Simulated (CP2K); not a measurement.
Consider 4-methylthiopyridine at its PBE geometry (Å).

```xyz
15

C    -2.1777    0.9462    1.3527
S    -1.4362    1.4472   -0.2168
C    -0.0743    0.3542   -0.3863
C     0.7219    0.4823   -1.5411
C     1.8099   -0.3697   -1.7098
N     2.1711   -1.3291   -0.8330
C     1.4032   -1.4363    0.2633
C     0.2874   -0.6396    0.5359
H    -3.0387    1.6106    1.4942
H    -1.4821    1.0849    2.1900
H    -2.5328   -0.0915    1.3180
H     0.4946    1.2367   -2.2947
H     2.4337   -0.2780   -2.6028
H     1.6944   -2.2115    0.9774
H    -0.2742   -0.8063    1.4529
```

Method: CP2K XAS_TDP, all-electron GAPW, PBEh(45%), aug-cc-pVDZ, TDA, GW2X-corrected core level, no relativity.

Question: Where do the C K-edge lines lie, and how strong are they?

Leading lines: C1 289.88 eV, C3 287.22 eV, C4 287.12 eV and C5 287.50 eV. The leading line of an atom is its first one with 35 % of the strongest within 2.5 eV of its lowest line over the strength cut. Core ionisation energies at this level: C3 292.78, C4 291.99, C1 293.03 and C5 292.82 eV.

The first six lines of each atom with a strength over 0.0015:

| atom | energy (eV) | states | strength, one atom | above the computed threshold |
| --- | --- | --- | --- | --- |
| C1 (bonded to S and 3 H) | 289.88 | 1 | 0.0351 |  |
|  | 290.72 | 1 | 0.0142 |  |
|  | 291.27 | 1 | 0.0168 |  |
|  | 291.33 | 1 | 0.0244 |  |
|  | 291.76 | 1 | 0.0071 |  |
|  | 292.07 | 1 | 0.0015 |  |
| C3 (bonded to 2 C and S) | 287.22 | 1 | 0.0575 |  |
|  | 290.25 | 1 | 0.0343 |  |
|  | 291.13 | 1 | 0.0017 |  |
|  | 291.59 | 1 | 0.0023 |  |
|  | 292.05 | 1 | 0.0017 |  |
|  | 293.74 | 1 | 0.0022 | yes |
| C4 (bonded to 2 C and H) | 287.12 | 1 | 0.0474 |  |
|  | 290.02 | 1 | 0.0131 |  |
|  | 291.48 | 1 | 0.0031 |  |
|  | 291.54 | 1 | 0.0016 |  |
|  | 292.14 | 1 | 0.0045 | yes |
|  | 292.44 | 1 | 0.0020 | yes |
| C5 (bonded to C, N and H) | 287.50 | 1 | 0.0561 |  |
|  | 291.01 | 1 | 0.0112 |  |
|  | 292.16 | 1 | 0.0021 |  |
|  | 292.46 | 1 | 0.0021 |  |
|  | 292.98 | 1 | 0.0020 | yes |
|  | 293.02 | 1 | 0.0016 | yes |

Lines are vertical, at one geometry, with no vibrational structure. GW2X ionisation energies and lines can be off by 1 to 2 eV either way, and a good line position may hide errors that cancel. Atoms with the same bonds but other surroundings in this conformer are left out. These values hold no scalar relativity, about 0.1 eV for C 1s. Rydberg lines, and the discretised continuum above threshold, depend on the basis and the box.

[Banner, clock and machine lines of the logs are left out without a mark of their own.]

[Logs are printed without paths, hosts, clocks, repeated set-up lines and the standing remarks that a program may print on its own settings, such as how far it seeks lower states.]

[Hosts, paths, dates, database ids (printed as entryN), source tags and the programs' standing remarks are cut or masked in the printed files.]
